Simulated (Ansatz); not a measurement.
## G0W0 on several functionals: SiO2 (I-42d)

How much of the starting functional survives in the G0W0 gap of SiO2 (I-42d)?

Calculated with Ansatz 0.2.0; G0W0 on several functionals, plane waves, PAW.

In doubt: masses and optical values from hybrid runs of this build are listed as unsure (step 4), which bears on the screening that GW takes from such a start.

## Step 1: The starting structure

Symmetry: I-42d, No. 122, tetragonal system. The conventional cell has a = 4.748 Å, b = 4.748 Å, c = 7.488 Å, α = 90.00°, β = 90.00°, γ = 90.00°. Nearest to Si lie 4 O at 1.62 Å. O has 2 Si at 1.62 Å nearest. Farther neighbours and most contacts between anions are not listed.

The cell and positions come from the Crystallography Open Database and are kept as given unless a step says otherwise.

## Step 2: G0W0 on LDA

Now the one-shot GW correction: screening in the RPA, then the self-energy of the levels asked for. This step takes PAW set soft_1 files.

This step: G0W0 on LDA, plane waves, PAW; PAW set soft_1.

Contents of input.yaml:

```yaml
crystal:
  lattice:
    - [-2.37405, 2.37405, 3.744]
    - [2.37405, -2.37405, 3.744]
    - [2.37405, 2.37405, -3.744]
  atoms:
    - { symbol: Si, position: [0.0, 0.0, 0.0] }
    - { symbol: Si, position: [0.75, 0.25, 0.5] }
    - { symbol: O, position: [0.99838, 0.625, 0.87338] }
    - { symbol: O, position: [0.375, 0.24838, 0.37338] }
    - { symbol: O, position: [0.75162, 0.125, 0.12662] }
    - { symbol: O, position: [0.875, 0.00162, 0.62662] }
kpoints:
  mp_grid: { grid: [4, 4, 4] }
hamiltonian:
  xc: lda
  pseudopotentials: { kind: paw, azcp: { folder: soft_1 }, xc_functional: pbe }
scf:
  occupations: { method: fixed }
gw:
  n_empty_bands: 191
  ecut_chi: 100
  qp_bands: [v2, c2]
  qp_kpoints: band_edges
  screening: { model: contour_deformation }
```

Command:

```
$ ansatz run input.yaml --threads 3 --pin off --max-ram 92160MiB --backend cuda --events-out ev --progress --plain --runs-dir out --devices 1 --max-vram 13GiB
```

Numbers of over 12 decimals in the logs are rounded to 6 here.

Output:

```text
GPUs: using 1 of 1 available (devices: 1).
Engine: ansatz 0.2.0, x86_64-unknown-linux-gnu
Pseudopotentials: kind: paw
Pseudopotential: Si, paw, valence charge 4, recommended cutoff 420 eV (normal), soft_1/Si.paw.azcp
Pseudopotential: O, paw, valence charge 6, recommended cutoff 420 eV (normal), soft_1/O.paw.azcp
Functional definition: SPW92
  exchange = slater_x
  correlation = pw_c
device memory: the entry about to start is reckoned to put 0.7 GiB on a device that reports 74.2 GiB free (of which the cap on the GPU budget leaves the run 13.0 GiB)
GPU FFT provider: cuFFT
GPU libraries: cuBLAS 13.8.2, cuFFT 12.4.0, cuSOLVER 12.3.4
Crystal: 6 atoms, lattice volume = 84.406 Å³
Basis set: ecut = 420 eV, 1637 PW (Γ)
Bands: 22, of which v1, the nominal top of the filled ones, is band 16 counted from 1 (15 counted from 0)
Symmetry: 8 space group operations
Space group: I-42d (ITA 122), of the structure as read, at distance tolerance 4.4e-5 Å
k-points: 13 of 64 (time reversal used)
Non-local potential: Si, projectors of the file, l = 0: 2, l = 1: 2, l = 2: 1
Non-local potential: O, projectors of the file, l = 0: 2, l = 1: 2, l = 2: 1
PAW form: soft (Blöchl's): semilocal exchange-correlation on the pseudo side does not see the compensation charge
PAW frozen core: Si, regenerated for the run's functional, and the local potential with it (the file was generated under x = pbe(κ = 0.804, μ = 0.219515), c = pbe(β = 0.066725))
PAW frozen core: O, regenerated for the run's functional, and the local potential with it (the file was generated under x = pbe(κ = 0.804, μ = 0.219515), c = pbe(β = 0.066725))
PAW one-centre angular grid: Si, 110 points (default); XC on 64 Gauss nodes
PAW one-centre angular grid: O, 110 points (default); XC on 64 Gauss nodes
Initial density: superposition of atomic densities (chi_scale 0.1, normalization cell, long waves kept (reshape's long-wave potential 0.00 eV rms))
Initial wavefunctions: pseudopotential atomic-orbital guess
GPU buffer pool allocated for 46656 grid points (all kernels)
GPU transforms: local potential and band sums: pruned to the plane-wave sphere, on 36×36×36
Functional: x = slater, c = lda
SCF iter   1: F=—  HF=-3448.427922 eV  |F-HF|=—  |Δ(HF+E_count)|=         —  Δρ=1.17e-1  dr2=1.03e1  ethr=3.10e-3  ⟨swp⟩=4.9  Hψ=1438  notcnv=0  defer=46
preconditioner: auto → none  [insulator: Δε(μ)=7.286 eV  Ē_g=17.696 eV  n_scr=14 (ndim 8)  ℏωp=22.9 eV  f_vac=0.102  ε∞_Penn≈2.7]
SCF iter   2: F=—  HF=-3445.778812 eV  |F-HF|=—  |Δ(HF+E_count)|=    2.65e0  Δρ=6.33e-2  dr2=1.49e0  ethr=3.10e-3  ⟨swp⟩=3.8  Hψ=829  notcnv=0  defer=39
SCF iter   3: F=—  HF=-3445.360403 eV  |F-HF|=—  |Δ(HF+E_count)|=   4.18e-1  Δρ=1.87e-2  dr2=1.33e-1  ethr=3.10e-3  ⟨swp⟩=2.1  Hψ=584  notcnv=0  defer=34
SCF iter   4: F=—  HF=-3445.348326 eV  |F-HF|=—  |Δ(HF+E_count)|=   1.21e-2  Δρ=1.36e-3  dr2=6.41e-4  ethr=4.17e-4  ⟨swp⟩=2.5  Hψ=424  notcnv=0  defer=52
SCF iter   5: F=—  HF=-3445.348628 eV  |F-HF|=—  |Δ(HF+E_count)|=   3.03e-4  Δρ=2.32e-4  dr2=1.29e-5  ethr=2.00e-6  ⟨swp⟩=2.2  Hψ=483  notcnv=0  defer=52
SCF iter   6: F=—  HF=-3445.348639 eV  |F-HF|=—  |Δ(HF+E_count)|=   1.08e-5  Δρ=3.08e-5  dr2=5.40e-7  ethr=4.02e-8  ⟨swp⟩=2.7  Hψ=530  notcnv=0  defer=38
SCF iter   7: F=-3445.348639 eV  HF=-3445.348639 eV  |F-HF|=1.23e-9  |Δ(HF+E_count)|=   1.99e-8  Δρ=2.25e-6  dr2=2.59e-9  ethr=3.13e-10  ⟨swp⟩=11.5  Hψ=1470  notcnv=0
SCF 1 converged in 7 iterations: F = -3445.348639 eV  dr2 = 2.59e-9
  greatest PAW one-centre occupation: 0.856 electrons in one spin orbital (limit 2), on the O atom at site 2 (counted from 0), in its partial waves of l = 0
device memory: the entry about to start is reckoned to put 0.8 GiB on a device that reports 74.0 GiB free (of which the cap on the GPU budget leaves the run 13.0 GiB)
NSCF: frozen V_eff on 13 k-points, pencils in batches of 32, up to order 88
the band table was solved once the SCF had ended and its energy, with any forces and stress, was formed, with the checks that follow a solve (1504 applications of the Hamiltonian). They found nothing against the state; the energy, forces and stress were not computed again (output.eigenvalues in the input reference)
device memory: the entry about to start is reckoned to put 4.3 GiB on a device that reports 74.1 GiB free (of which the cap on the GPU budget leaves the run 13.0 GiB)
NSCF: frozen V_eff on 13 k-points
G₀W₀ screening: q 1/13
[... further progress lines ...]
device memory: the entry about to start is reckoned to put 0.4 GiB on a device that reports 67.0 GiB free (of which the cap on the GPU budget leaves the run 13.0 GiB)
NSCF: frozen V_eff on 1 k-points
device memory: the entry about to start is reckoned to put 0.4 GiB on a device that reports 67.1 GiB free (of which the cap on the GPU budget leaves the run 13.0 GiB)
NSCF: frozen V_eff on 1 k-points
SCF converged after 7 iterations
Free energy (F): -3445.348639 eV
Harris-Foulkes:  -3445.348639 eV  (|F-HF|=1.23e-9)
Internal energy: -3445.348639 eV  (E = F + TS)
E sigma→0 (E₀):  -3445.348639 eV
Fermi energy:    0.804150 eV
--- Per-component energies (eV) ---
  E_band       = -181.124916
  E_kinetic    = 771.679104
  E_local      = -2183.365623  (includes V_loc(G=0)·N_el)
  E_nonlocal   = 263.896679
  E_hartree    = 807.171050
  E_xc         = -394.814693
  E_vxc        = -459.939560  (∫ρ·V_xc dr)
  E_paw        = -1581.774653  (= ΣΔE_a)
  E_vpaw       = -187.743168  (= ΣTr[D̂ρ^β])
  E_aug_tail   = 0.003432  (compensation charges beyond the density's cutoff)
  E_ewald      = -1128.700283
  E_core_change = 0.556347  (= ΣΔE_core)
  E_smearing   = -0.000000  (= −TS)
  E_closure    = 0.000000  (closes the sum)
  Σ components = -3445.348639   (vs F -3445.348639, Δ=0.00e0)
--- Band table (eV; the first three rows and the last of 13) ---
  k-point 0: bands = [... 12 lower, -0.5178, -0.2292, 0.8042, 0.8042, 6.6258, 9.2616, 11.9000, 11.9000, ... 2 higher]
  k-point 1: bands = [... 12 lower, -0.4708, 0.0545, 0.7064, 0.7072, 7.9333, 10.1317, 10.7480, 11.3260, ... 2 higher]
  k-point 2: bands = [... 12 lower, 0.0643, 0.0643, 0.5736, 0.5736, 10.0506, 10.0506, 10.7465, 10.7465, ... 2 higher]
  k-point 12: bands = [... 12 lower, -0.6973, -0.6973, 0.7013, 0.7013, 9.5984, 9.5984, 10.2797, 10.2797, ... 2 higher]
--- G₀W₀: contour deformation, 5 samples at zero and on the imaginary axis and 2 off it, 64 q-points, 191 empty bands' worth ---
  eigenvalues of the whole cell's RPA ε∞ on this k-mesh (on a slab, of 1 + 4πα/V) = 2.2599, 2.2599, 2.3227; static W/v taken at q = 0 is 0.438517
  bands read: the sum over 207 bands ends inside a degenerate multiplet in 5 slots, whose members it reads at an even weight; the widest, k=0: bands 207 to 208 (counted from 1) at 1/2 each
  gw.qp_kpoints: band_edges: 13 of 13 stored k-points solved, in 1 pass; an edge of the gap read off the rows below is read off those points alone
    ik  band        ε_KS         Σx   Σc(E_QP)       V_xc       Z   E_QP_lin       E_QP  E_QP is
     0    15      0.8042   -26.3250     4.2725   -20.5052  0.8045    -0.7640    -0.7431  root
     0    16      0.8042   -26.3250     4.2725   -20.5052  0.8045    -0.7640    -0.7431  root
     0    17      6.6258    -7.1530    -3.2984   -11.9672  0.8690     8.1539     8.1416  root
     0    18      9.2616    -5.5926    -3.7897   -11.2359  0.8627    11.1368    11.1151  root
     1    15      0.7064   -26.3900     4.2781   -20.5709  0.8042    -0.8553    -0.8345  root
     1    16      0.7072   -26.3254     4.2916   -20.4783  0.8040    -0.8696    -0.8483  root
     1    17      7.9333    -8.0014    -3.3459   -13.0466  0.8607     9.6496     9.6326  root
     1    18     10.1317    -6.0131    -3.9499   -11.9395  0.8569    12.1350    12.1082  root
     2    15      0.5736   -26.5609     4.2877   -20.7383  0.8040    -0.9819    -0.9613  root
     2    16      0.5736   -26.5609     4.2877   -20.7383  0.8040    -0.9819    -0.9613  root
     2    17     10.0506    -7.6395    -3.6404   -13.2097  0.8528    12.0064    11.9803  root
     2    18     10.0506    -7.6395    -3.6404   -13.2097  0.8528    12.0064    11.9803  root
     3    15      0.7099   -26.2395     4.2723   -20.4126  0.8043    -0.8659    -0.8446  root
     3    16      0.7211   -26.3232     4.2812   -20.4920  0.8041    -0.8500    -0.8289  root
     3    17      7.5647    -7.7089    -3.3354   -12.6862  0.8634     9.2220     9.2065  root
     3    18      9.8437    -5.9880    -3.8309   -11.7385  0.8586    11.7878    11.7633  root
     4    15      0.4686   -26.3662     4.2935   -20.5154  0.8034    -1.1101    -1.0886  root
     4    16      0.6488   -26.3349     4.2897   -20.4914  0.8041    -0.9262    -0.9049  root
     4    17      9.2657    -8.2992    -3.6365   -13.8577  0.8535    11.2122    11.1876  root
     4    18     10.2310    -7.6349    -3.8449   -13.5065  0.8532    12.2865    12.2576  root
     5    15      0.5255   -26.4442     4.2907   -20.6110  0.8036    -1.0379    -1.0169  root
     5    16      0.6221   -25.9842     4.2583   -20.1511  0.8045    -0.9747    -0.9526  root
     5    17      9.0152    -8.6926    -3.8238   -14.4901  0.8527    11.0150    10.9889  root
     5    18      9.7576    -6.4110    -3.3626   -11.5027  0.8606    11.5063    11.4868  root
[...]
11    15      0.5450   -26.2775     4.2990   -20.4188  0.8034    -1.0364    -1.0147  root
    11    16      0.5450   -26.2775     4.2990   -20.4188  0.8034    -1.0364    -1.0147  root
    11    17     10.0337    -7.9828    -3.8290   -13.8712  0.8501    12.1230    12.0931  root
    11    18     10.0337    -7.9828    -3.8290   -13.8712  0.8501    12.1230    12.0931  root
    12    15      0.7013   -26.4405     4.2848   -20.6274  0.8040    -0.8476    -0.8271  root
    12    16      0.7013   -26.4405     4.2848   -20.6274  0.8040    -0.8476    -0.8271  root
    12    17      9.5984    -7.4238    -3.4744   -12.7362  0.8556    11.4590    11.4364  root
    12    18      9.5984    -7.4238    -3.4744   -12.7362  0.8556    11.4590    11.4364  root
```

Run time: 11 s. Hardware: 1 × NVIDIA H100 80GB HBM3 (shared by 6 runs) with 3 threads of AMD EPYC 7R13 (Zen 3), shared host; peak memory 1.2 GiB.

Reading the cycles: dr2 is the Hartree energy of the density residual (eV), the measure of convergence; HF is the Harris–Foulkes estimate of the energy, which meets the free energy F at convergence.

Numbers from this step:

| Quantity | Value |
| --- | --- |
| bands summed | 207 |
| RPA ε∞ on this mesh (eigenvalues) | 2.260, 2.260, 2.323 |
| plane waves in the screening matrix | 179 |
| q-points in the mesh | 64 |
| G0W0 gap on the mesh | 8.885 eV |
| k of the valence top | 0, 0, 0 |
| k of the conduction bottom | 0, 0, 0 |
| starting gap on the mesh | 5.822 eV |
| Z at the valence top | 0.8045 |
| Z at the conduction bottom | 0.8690 |
| least direct G0W0 gap on the computed points | 8.885 eV |

The gap on the mesh goes from 5.82 eV to 8.88 eV, a correction of +3.06 eV. Between the two edge states, bare exchange in place of the xc potential would open the gap by 10.63 eV, and correlation takes back 7.57 eV.

## Step 3: G0W0 on r2SCAN

The same correction from a different start measures what one shot leaves open.

This step: G0W0 on r2SCAN, plane waves, PAW; PAW set soft_1.

Changes to input.yaml since step 2:

```diff
@@ -15,4 +15,4 @@
 hamiltonian:
-  xc: lda
-  pseudopotentials: { kind: paw, azcp: { folder: soft_1 }, xc_functional: pbe }
+  xc: r2scan
+  pseudopotentials: { kind: paw, azcp: { folder: soft_1 } }
 scf:
```

Output:

```text
GPUs: using 1 of 1 available (devices: 1).
[...]
GPU FFT provider: cuFFT
GPU libraries: cuBLAS 13.8.2, cuFFT 12.4.0, cuSOLVER 12.3.4
Crystal: 6 atoms, lattice volume = 84.406 Å³
Basis set: ecut = 500 eV, 2141 PW (Γ), exchange–correlation on 160×160×160 points (64 copies of the dense FFT grid, shifted against one another)
Bands: 22, of which v1, the nominal top of the filled ones, is band 16 counted from 1 (15 counted from 0)
Symmetry: 8 space group operations
[...]
k-points: 13 of 64 (time reversal used)
[...]
GPU buffer pool allocated for 64000 grid points (all kernels)
[...]
SCF iter   1: F=—  HF=-3562.487297 eV  |F-HF|=—  |Δ(HF+E_count)|=         —  Δρ=1.22e-1  dr2=1.16e1  dr2_τ=1.34e0  ethr=3.10e-3  ⟨swp⟩=5.0  Hψ=1428  notcnv=0  defer=44
[...]
SCF iter   8: F=-3560.118654 eV  HF=-3560.118654 eV  |F-HF|=6.09e-10  |Δ(HF+E_count)|=   1.83e-8  Δρ=1.52e-6  dr2=1.01e-9  dr2_τ=1.39e-10  ethr=3.13e-10  ⟨swp⟩=11.9  Hψ=1473  notcnv=0
SCF 1 converged in 8 iterations: F = -3560.118654 eV  dr2 = 1.01e-9
[...]
NSCF: frozen V_eff on 13 k-points, pencils in batches of 32, up to order 88
[...]
NSCF: frozen V_eff on 13 k-points
G₀W₀ screening: q 1/13
[... further progress lines ...]
[...]
SCF converged after 8 iterations
Free energy (F): -3560.118654 eV
[...]
Internal energy: -3560.118654 eV  (E = F + TS)
E sigma→0 (E₀):  -3560.118654 eV
Fermi energy:    0.679058 eV
[...]
--- Band table (eV; the first three rows and the last of 13) ---
  k-point 0: bands = [... 12 lower, -0.6459, -0.3750, 0.6791, 0.6791, 7.3789, 10.2208, 13.0175, 13.0175, ... 2 higher]
  k-point 1: bands = [... 12 lower, -0.5936, -0.0822, 0.5776, 0.5783, 8.7199, 11.1343, 11.8324, 12.3761, ... 2 higher]
  k-point 2: bands = [... 12 lower, -0.0676, -0.0676, 0.4392, 0.4392, 10.9526, 10.9526, 11.8194, 11.8194, ... 2 higher]
  k-point 12: bands = [... 12 lower, -0.8473, -0.8473, 0.5725, 0.5725, 10.4593, 10.4593, 11.2491, 11.2491, ... 2 higher]
[...]
0    15      0.6791   -26.4465     4.0415   -20.9473  0.8224    -0.7941    -0.7787  root
     0    16      0.6791   -26.4465     4.0415   -20.9473  0.8224    -0.7941    -0.7787  root
     0    17      7.3789    -6.6868    -3.0796   -10.8817  0.8835     8.4997     8.4943  root
     0    18     10.2208    -5.2754    -3.4656    -9.9738  0.8775    11.4612    11.4537  root
     1    15      0.5776   -26.5025     4.0446   -21.0068  0.8221    -0.8888    -0.8735  root
     1    16      0.5783   -26.4408     4.0567   -20.9182  0.8220    -0.9032    -0.8875  root
     1    17      8.7199    -7.4230    -3.1021   -11.8025  0.8766    10.0051     9.9973  root
     1    18     11.1343    -5.6628    -3.5903   -10.5862  0.8725    12.4770    12.4674  root
[...]
12    15      0.5725   -26.5467     4.0542   -21.0502  0.8219    -0.8850    -0.8697  root
    12    16      0.5725   -26.5467     4.0542   -21.0502  0.8219    -0.8850    -0.8697  root
    12    17     10.4593    -6.8814    -3.1784   -11.4047  0.8724    11.8138    11.8043  root
    12    18     10.4593    -6.8814    -3.1784   -11.4047  0.8724    11.8138    11.8043  root
```

It took 23 s on 1 × NVIDIA H100 80GB HBM3 (shared by 6 runs) with 3 threads; peak memory 1.4 GiB.

This step gave:

* bands summed: 207
* RPA ε∞ on this mesh (eigenvalues): 2.091, 2.091, 2.140
* plane waves in the screening matrix: 179
* q-points in the mesh: 64
* G0W0 gap on the mesh: 9.273 eV
* k of the valence top: 0, 0, 0
* k of the conduction bottom: 0, 0, 0
* starting gap on the mesh: 6.700 eV
* Z at the valence top: 0.8224
* Z at the conduction bottom: 0.8835
* least direct G0W0 gap on the computed points: 9.273 eV

Against the run with 4×4×4 mesh, 191 empty bands, screening to 100 eV, PAW set soft_1 files on LDA, the gap moves by +0.39 eV, while the start moved by +0.88 eV.

## Step 4: G0W0 on HSE06

This step: G0W0 on HSE06, plane waves, PAW; PAW set soft_1.

Changes to input.yaml since step 3:

```diff
@@ -15,3 +15,3 @@
 hamiltonian:
-  xc: r2scan
+  xc: hse06
   pseudopotentials: { kind: paw, azcp: { folder: soft_1 } }
```

Output:

```text
GPUs: using 1 of 1 available (devices: 1).
[...]
davidson cushion auto → on  (no smearing: the cushion is to keep the highest requested band from converging to the state above it; pin scf.eigensolver.cushion to override)
[...]
GPU FFT provider: cuFFT
GPU libraries: cuBLAS 13.8.2, cuFFT 12.4.0, cuSOLVER 12.3.4
Crystal: 6 atoms, lattice volume = 84.406 Å³
Basis set: ecut = 420 eV, 1637 PW (Γ)
[...]
1    17      9.0218    -7.2256    -2.9893   -11.3017  0.8872    10.1132    10.1085  root
     1    18     11.3758    -5.5934    -3.4758   -10.3126  0.8832    12.6261    12.6192  root
[...]
12    15     -0.3144   -26.5641     3.7797   -21.9075  0.8362    -1.1958    -1.1913  root
    12    16     -0.3144   -26.5641     3.7797   -21.9075  0.8362    -1.1958    -1.1913  root
    12    17     10.7691    -6.6467    -3.0502   -10.8404  0.8838    11.9182    11.9126  root
    12    18     10.7691    -6.6467    -3.0502   -10.8404  0.8838    11.9182    11.9126  root
[key lines of the parts left out:]
Free energy (F): -3548.824978 eV
Fermi energy:    -0.207636 eV
```

It took 40 s on 1 × NVIDIA H100 80GB HBM3 (shared by 6 runs) with 3 threads; peak memory 1.4 GiB; 45 s of CPU time.

Numbers from this step:

| Item | Value |
| --- | --- |
| bands summed | 207 |
| RPA ε∞ on this mesh (eigenvalues) | 1.996, 1.996, 2.038 |
| plane waves in the screening matrix | 179 |
| G0W0 gap on the mesh | 9.714 eV |
| k of the valence top | 0, 0, 0 |
| k of the conduction bottom | 0, 0, 0 |
| starting gap on the mesh | 7.875 eV |
| least direct G0W0 gap on the computed points | 9.714 eV |

Against the run with 4×4×4 mesh, 191 empty bands, screening to 100 eV, PAW set soft_1 files on r2SCAN, the gap moves by +0.44 eV, while the start moved by +1.17 eV.

[end of part 1 of 2]

[Paths, hosts, dates, memory and timing lines, banners, echoed tables and standing remarks are left out of the program output.]

[Logs are printed without paths, hosts, clocks, repeated set-up lines and the standing remarks that a program may print on its own settings, such as how far it seeks lower states.]

[Runs of the session that timed out or met a known fault of the program may be left out.]

[Cells called generated may have been cut or substituted from an entry of the Crystallography Open Database or the Materials Project.]

[Hosts, paths, dates, database ids (printed as entryN), source tags and the programs' standing remarks are cut or masked in the printed files.]
